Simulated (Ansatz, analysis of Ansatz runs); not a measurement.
# CsLiBr2 (P4/nmm), nudged elastic band: Li_i hop between interstitial places (q = +1), part 2 of 2

Wanted: path and barrier of a jump of Li in CsLiBr2 (P4/nmm) at charge +1. The case: Li_i hop between interstitial places, in a cell of 64 host atoms with 1 Li put in.

Ansatz 0.2.0; plane-wave PAW DFT, PBEsol; nudged elastic band between two relaxed defect structures at fixed charge in a uniform background.

So far, barrier forward (eV): step 4 (nudged elastic band, charge +1) 0.735.

### Step 5. Single point at the start point, PBEsol, denser k-mesh

Three single points on a mesh of more k-points (start, top, end) test the sampling. The start is shown; top and end are run alike.

This step: plane-wave PAW DFT, PBEsol; single point of a defect supercell on a structure of the PBEsol path.

Contents of qp1.start.mesh/input.yaml:

```yaml
crystal:
  lattice:
    - [10.21487051, 10.21487051, 0.0]
    - [-10.21487051, 10.21487051, 0.0]
    - [0.0, 0.0, 9.8110832]
  atoms:
    - { symbol: Cs, position: [0.12211825, 0.12227218, 0.29891773] }
    - { symbol: Cs, position: [0.36073858, 0.36097188, 0.27845857] }
[... 1 atom line left out ...]
    - { symbol: Cs, position: [0.37585334, 0.1260339, 0.6963997] }
[... 3 atom lines left out ...]
    - { symbol: Li, position: [0.37936515, 0.37949694, 0.90602328] }
[... 1 atom line left out ...]
    - { symbol: Br, position: [0.39434668, 0.39462288, 0.64579849] }
[... 1 atom line left out ...]
    - { symbol: Br, position: [0.3734247, 0.12115452, 0.33235621] }
[... 15 atom lines left out ...]
    - { symbol: Br, position: [0.39431966, 0.60557948, 0.35430807] }
[... 4 atom lines left out ...]
    - { symbol: Cs, position: [0.62391214, 0.12629011, 0.30406421] }
[... 1 atom line left out ...]
    - { symbol: Cs, position: [0.63887857, 0.36117766, 0.72186003] }
[... 1 atom line left out ...]
    - { symbol: Li, position: [0.62020437, 0.37955573, 0.09399915] }
[... 5 atom lines left out ...]
    - { symbol: Br, position: [0.60517485, 0.39470787, 0.35426172] }
[... 13 atom lines left out ...]
    - { symbol: Br, position: [0.60514217, 0.60557552, 0.64594843] }
[... 7 atom lines left out ...]
    - { symbol: Li, position: [0.49970495, 0.49998868, 0.49999266] }
total_charge: 1
basis:
  ecutwfc: 420
  xc_grid: 2
hamiltonian:
  xc: pbesol
kpoints:
  mp_grid: { grid: [2, 2, 2], shift: [0.5, 0.5, 0.5] }
scf:
  occupations: { method: fixed }
  max_iter: 150
output:
  forces: true
  eigenvalues: true
checkpoint:
  write: "../qp1.start.mesh.run"
  compress: false
  write_wavefunctions: false
  write_every: 100000
```

Started as:

```bash
$ ansatz run input.yaml --threads 32 --pin off --max-ram 84787MiB --backend cuda --events-out ev --progress --plain --runs-dir out --max-vram 78GiB
```

It took 2.3 s on 1 × NVIDIA GB200 with 32 threads of Arm Neoverse V2, shared host; peak memory 1.4 GiB; 6.3 s of CPU time.

Numbers from this step:

```yaml
free_energy: -180503.8426 eV
```

### Step 6. Barrier from single points, PBEsol, denser k-mesh

Analysis of the runs above: barrier from PBEsol single points on the PBEsol path.

It gives:

```yaml
barrier_forward: 0.7347 eV
barrier_backward: 0.7348 eV
end_less_start: -9.61e-5 eV
```

This gives 0.735 eV against the band's 0.735 eV (backward 0.735 against 0.735 eV). This mesh holds only the band's own point and its sign variants, so it tests the average over those and no finer sampling.

### Step 7. Single point at the start point, LDA

Three single points with LDA show how much the barrier depends on that choice; lattice and path are kept. The start is shown; top and end are run alike.

This step: plane-wave PAW DFT, LDA; single point of a defect supercell on a structure of the PBEsol path.

qp1.start.lda/input.yaml, as its differences from qp1.start.mesh/input.yaml of step 5:

```diff
@@ -35,5 +35,5 @@
 hamiltonian:
-  xc: pbesol
+  xc: lda
 kpoints:
-  mp_grid: { grid: [2, 2, 2], shift: [0.5, 0.5, 0.5] }
+  mp_grid: { grid: [1, 1, 1], shift: [0.25, 0.25, 0.25] }
 scf:
@@ -45,3 +45,3 @@
 checkpoint:
-  write: "../qp1.start.mesh.run"
+  write: "../qp1.start.lda.run"
   compress: false
```

The job ended after 2.3 s (1 × NVIDIA GB200 with 32 threads; peak memory 1.4 GiB; 4 s of CPU time).

Numbers from this step:

| Item | Value |
| --- | --- |
| free energy | -177823.3406 eV |

### Step 8. Barrier from single points, LDA

Analysis of the runs above: barrier from LDA single points on the PBEsol path.

It gives:

```
barrier forward  : 0.6973 eV
barrier backward : 0.6965 eV
end less start   : 8.11e-4 eV
```

This gives 0.697 eV against the band's 0.735 eV.

### Step 9. Single point at the start point, r2SCAN

Three single points with a meta-GGA, at its higher cutoff of 500 eV, show what it does to the barrier on the path found. The start is shown; top and end are run alike.

This step: plane-wave PAW DFT, r2SCAN; single point of a defect supercell on a structure of the PBEsol path.

qp1.start.r2scan/input.yaml, as its differences from qp1.start.lda/input.yaml of step 7:

```diff
@@ -32,6 +32,6 @@
 basis:
-  ecutwfc: 420
+  ecutwfc: 500
   xc_grid: 2
 hamiltonian:
-  xc: lda
+  xc: r2scan
 kpoints:
@@ -45,3 +45,3 @@
 checkpoint:
-  write: "../qp1.start.lda.run"
+  write: "../qp1.start.r2scan.run"
   compress: false
```

Wall time 2.1 s (1 × NVIDIA GB200 with 32 threads); peak memory 1.7 GiB; 4.9 s of CPU time.

This step gave:

```
free energy : -183959.9487 eV
```

### Step 10. Barrier from single points, r2SCAN

Analysis of the runs above: barrier from r2SCAN single points on the PBEsol path.

It gives:

* barrier forward: 0.7622 eV
* barrier backward: 0.7634 eV
* end less start: -0.001164 eV

This gives 0.762 eV against the band's 0.735 eV.

### Step 11. Results

```json
{
  "barrier forward": "0.73 eV",
  "barrier backward": "0.73 eV",
  "end less start": "0.00 eV",
  "hop length": "3.60 Å",
  "band iterations, as the log counts them": "6",
  "barrier from single points, PBEsol, denser k-mesh": "0.73 eV",
  "barrier from single points, LDA": "0.70 eV",
  "barrier from single points, r2SCAN": "0.76 eV"
}
```

What this shows: The top of the band lies 0.73 eV above the start and 0.73 eV above the end, which are alike in energy and neighbours. With an assumed prefactor of 1e13 per second it gives one hop a second along this one path at about 280 K; whether such hops link up through the crystal wasn't checked. At the top Li65 stands 2.31 Å from its nearest Br, 0.27 Å closer than at the start. Across functionals on this path (PBEsol 0.735, LDA 0.697 and r2SCAN 0.762 eV) the forward values spread by 0.065 eV. The order of the top as a saddle was not checked for all atoms, so a bent path could be lower. No image-charge correction is applied; it largely cancels along a path if the charge stays localised alike. Keep in mind: one k-point off the zone centre stands for the whole zone; spin–orbit coupling, which can matter with heavy atoms, is left out.

[Logs are printed without paths, hosts, clocks, repeated set-up lines and the standing remarks that a program may print on its own settings, such as how far it seeks lower states.]

[Hosts, paths, dates, database ids (printed as entryN), source tags and the programs' standing remarks are cut or masked in the printed files.]
